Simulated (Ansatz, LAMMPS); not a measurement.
# Compressing and expanding glassy 63SiO2-37Na2O (mol %) (114 atoms), part 3 of 3

Aim: relax glassy 63SiO2-37Na2O (mol %) (114 atoms), then change its volume to read the bulk modulus from the stress.

Ansatz 0.2.0; Kohn-Sham DFT, r2SCAN, PAW (set soft_2), plane waves.

The cell: 24 Si, 28 Na and 62 O. The quench rate of 10 K/ps far exceeds what a furnace or splat quench reaches. The network of bonds at the start is that of the classical potential that made the cell. Only the Γ point is sampled.

So far. Step 2 (Single point at the start): The r.m.s. force at the start is 1.3 eV/Å. Step 3 (Cell and atoms relaxed): The relaxation converged after 26 steps, with a largest force component of 0.037 eV/Å.

**5. Volume -3 %**

The relaxed cell is scaled evenly and the atoms are relaxed again; the stress at the end gives one point of P(V).

Contents of input.yaml:

```yaml
crystal:
  lattice:
    - [11.2114, -0.33306, -0.20577]
    - [-0.33306, 11.16839, 0.05119]
    - [-0.20577, 0.05119, 11.39529]
  atoms:
    [... the 114 atom lines of step 4 ...]
kpoints:
  mp_grid: { grid: [1, 1, 1] }
hamiltonian:
  xc: r2scan
scf:
  occupations: { method: fixed }
output:
  forces: true
  eigenvalues: true
  stress: true
relax:
  f_tol: 0.05
  max_steps: 70
```

Run with:

```
$ ansatz run input.yaml --threads 4 --pin off --max-ram 8192MiB --backend cpu --events-out ev --progress --plain --runs-dir out
```

Numbers of over 12 decimals in the logs are rounded to 6 here.

What it wrote:

```text
Warning: output.stress: scf.convergence.dr2_threshold = 1e-7 eV (the SCF's general default) is looser than the 1.08e-8 eV advised for a printed stress (1e-10 eV for each atom of the cell: 114, of which 108 are counted). What an SCF threshold leaves in a stress goes as its square root, and in the free energy as the threshold itself, and one threshold admits the most on a small cell: [...]
[...]
Crystal: 114 atoms, lattice volume = 1425.082 Å³
Basis set: ecut = 500 eV, 36227 PW (Γ), exchange–correlation on 360×360×360 points (64 copies of the dense FFT grid, shifted against one another)
Bands: 474, of which v1, the nominal top of the filled ones, is band 360 counted from 1 (359 counted from 0)
Symmetry: 1 space group operations
[...]
k-points: 1
[...]
SCF iter   1: F=—  HF=-92403.265707 eV  |F-HF|=—  |Δ(HF+E_count)|=         —  Δρ=8.73e-3  dr2=9.38e-1  dr2_τ=7.53e0  ethr=1.77e-3  ⟨swp⟩=4.0  Hψ=1680  notcnv=0  defer=108
[...]
SCF iter   5: F=—  HF=-92405.950297 eV  |F-HF|=—  |Δ(HF+E_count)|=   2.84e-4  Δρ=1.17e-4  dr2=1.55e-4  dr2_τ=2.00e-5  ethr=2.96e-7  ⟨swp⟩=2.0  Hψ=689  notcnv=0  defer=112
SCF iter   6: F=-92405.950360 eV  HF=-92405.950365 eV  |F-HF|=5.03e-6  |Δ(HF+E_count)|=   6.89e-5  Δρ=4.08e-5  dr2=1.80e-5  dr2_τ=2.66e-6  ethr=8.68e-9  ⟨swp⟩=14.0  Hψ=2982  notcnv=0
SCF 1 converged in 6 iterations: F = -92405.950360 eV  dr2 = 1.80e-5
[...]
relax step   1: F+E_penalty+E_count = -92405.95036041 eV  Δ(F+E_penalty+E_count) = +0.000e0 eV  max|allowed force component| = 6.834e-1 eV/Å  Δτ_max = 0.0000 Å  (6 SCF iters, dr2 threshold 6.25e-5 eV, accepted)
[...]
relax step   2: F+E_penalty+E_count = -92406.16551625 eV  Δ(F+E_penalty+E_count) = -2.152e-1 eV  max|allowed force component| = 3.342e-1 eV/Å  Δτ_max = 0.0249 Å  (5 SCF iters, dr2 threshold 2.92e-5 eV, accepted)
[...]
relax step   3: F+E_penalty+E_count = -92406.28381918 eV  Δ(F+E_penalty+E_count) = -1.183e-1 eV  max|allowed force component| = 1.132e-1 eV/Å  Δτ_max = 0.0440 Å  (7 SCF iters, dr2 threshold 6.98e-6 eV, accepted)
relax step   4: F+E_penalty+E_count = -92406.31816539 eV  Δ(F+E_penalty+E_count) = -3.435e-2 eV  max|allowed force component| = 8.611e-2 eV/Å  Δτ_max = 0.2000 Å  (9 SCF iters, accepted)
[...]
relax step   5: F+E_penalty+E_count = -92406.32712762 eV  Δ(F+E_penalty+E_count) = -8.962e-3 eV  max|allowed force component| = 2.486e-2 eV/Å  Δτ_max = 0.0613 Å  (9 SCF iters, accepted)
[...]
SCF iter   2: F=-92406.327128 eV  HF=-92406.327128 eV  |F-HF|=3.04e-9  |Δ(HF+E_count)|=   4.73e-9  Δρ=5.20e-7  dr2=2.84e-9  dr2_τ=4.62e-10  ethr=1.50e-12  ⟨swp⟩=3.0  Hψ=898  notcnv=0
SCF 6 converged in 2 iterations: F = -92406.327128 eV  dr2 = 2.84e-9
SCF converged after 2 iterations
Free energy (F): -92406.327128 eV
[...]
Internal energy: -92406.327128 eV  (E = F + TS)
E sigma→0 (E₀):  -92406.327128 eV
Fermi energy:    4.221127 eV
[...]
Σ components = -92406.327128   (vs F -92406.327128, Δ=0.00e0)
--- Forces (eV/Å), atoms counted from 1 ---
  atom   1  Si     0.00182991    -0.01762867     0.00073433
  atom   2  Si    -0.00478947     0.00502398     0.00791082
  atom   3  Si     0.02288709     0.00714524     0.02151788
  atom   4  Si    -0.00408310     0.00746590    -0.00122630
[...]
atom 114  O     -0.00052625    -0.00825232     0.00599328
  max |Σ_I F_I| component: 2.84e-4 eV/Å
--- Stress (GPa, compression-positive) ---
        1.652148       0.266017      -0.002477
        0.266017       1.756982       0.034990
       -0.002476       0.034989       1.491922
  P = ⅓ Tr σ = 1.6337 GPa (16.337 kbar)
--- Band table (eV) ---
[...]
--- Relaxed structure (5 steps of the walk, 5 accepted, 0 SCFs on fresh bases) ---
  F+E_penalty+E_count = -92406.32712762 eV   max|allowed force component| = 2.486e-2 eV/Å
  atoms:
    - { symbol: Si, position: [0.661304, 0.893713, 0.033366] }
    - { symbol: Si, position: [0.546259, 0.276476, 0.674706] }
    - { symbol: Si, position: [0.181301, 0.656828, 0.471137] }
    - { symbol: Si, position: [0.784197, 0.184128, 0.670916] }
[...]
- { symbol: O, position: [0.869847, 0.361448, 0.422544] }
```

Elapsed: 3.7 min, on 4 threads of Intel Xeon Platinum 8488C (Sapphire Rapids), shared host; peak memory 4.6 GiB; 14 min of CPU time.

The program notes that the SCF threshold is loose for the stress.

The relaxation converged after 5 steps, 0.377 eV below its start, with a largest force component of 0.025 eV/Å.

Volume -3 %: the energy stands 0.217 eV above that of the reference, at a pressure of 1.63 GPa.

**6. Volume +3 %**

The relaxed cell is scaled to another volume.

Input and log are left out; they have the form of those shown for this kind of step.

Run time: 5.1 min. Hardware: 4 threads of Intel Xeon Platinum 8488C (Sapphire Rapids), shared host; peak memory 4.6 GiB.

The relaxation converged after 7 steps, 0.396 eV below its start, with a largest force component of 0.040 eV/Å.

Volume +3 %: the energy stands 0.157 eV above that of the reference, at a pressure of -1.21 GPa.

**7. Volume -6 %**

The relaxed cell is scaled to another volume.

Input and log are left out; they have the form of those shown for this kind of step.

Wall time 4.8 min (4 threads of Intel Xeon Platinum 8488C (Sapphire Rapids), shared host); peak memory 4.1 GiB; 18 min of CPU time.

The relaxation converged after 6 steps, 1.62 eV below its start, with a largest force component of 0.037 eV/Å.

Volume -6 %: the energy stands 0.910 eV above that of the reference, at a pressure of 3.50 GPa.

**8. Volume +6 %**

The relaxed cell is scaled to another volume.

Input and log are left out; they have the form of those shown for this kind of step.

Run time: 5.5 min. Hardware: 4 threads of Intel Xeon Platinum 8488C (Sapphire Rapids), shared host; peak memory 4.7 GiB.

The relaxation converged after 7 steps, 1.45 eV below its start, with a largest force component of 0.026 eV/Å.

Volume +6 %: the energy stands 0.645 eV above that of the reference, at a pressure of -2.29 GPa.

**9. Volume -10 %**

The relaxed cell is scaled to another volume.

Input and log are left out; they have the form of those shown for this kind of step.

Wall time 4.3 min (4 threads of Intel Xeon Platinum 8488C (Sapphire Rapids), shared host); peak memory 3.9 GiB.

The relaxation was stopped at its limit after 6 steps, 4.84 eV below its start, with a largest force component of 0.084 eV/Å.

Volume -10 %: the energy stands 2.74 eV above that of the reference.

**10. Pressure against volume**

Atoms are relaxed at each volume, in the scaled cell.

```csv
volume change (%),volume (Å³/atom),energy change (meV/atom),pressure (GPa),largest move on relaxing (Å),bonds,gap (eV)
-6,12.114,7.98,3.50,0.56,251,3.91
-3,12.501,1.90,1.63,0.18,250,3.81
+0,12.887,0.00,-0.03,-,249,3.71
+3,13.274,1.38,-1.21,0.39,243,3.66
+6,13.661,5.66,-2.29,0.50,240,3.62
```

**11. Findings**

The bulk modulus, from the slope of pressure against ln V over the three points nearest the relaxed volume, is 47.4 GPa; a quadratic over all points gives a pressure derivative of about 5.9. The count of bonds runs from 240 to 251 over the series, so at some points contacts cross the cutoffs. At -6 % and +6 % some atom moved by over 0.5 Å on relaxing, so those points may sit in another local minimum. The gap goes from 3.91 eV at the smallest volume to 3.62 eV at the largest, -2.4 eV per unit of ln V by a straight line, on the run's k-points.

**Limits.** Strains are finite and relaxations stop at the force tolerance of the input, which can leave moduli too stiff; they are those of a static cell at zero temperature. Volumes are changed with the cell's shape held, so in an anisotropic solid the modulus lies over the one under free hydrostatic load. The program notes that the SCF threshold of the relaxations is loose for the stress.

The DFT runs together took 40 min of wall time.

[Logs are printed without paths, hosts, clocks, repeated set-up lines and the standing remarks that a program may print on its own settings, such as how far it seeks lower states.]

[Hosts, paths, dates, database ids (printed as entryN), source tags and the programs' standing remarks are cut or masked in the printed files.]
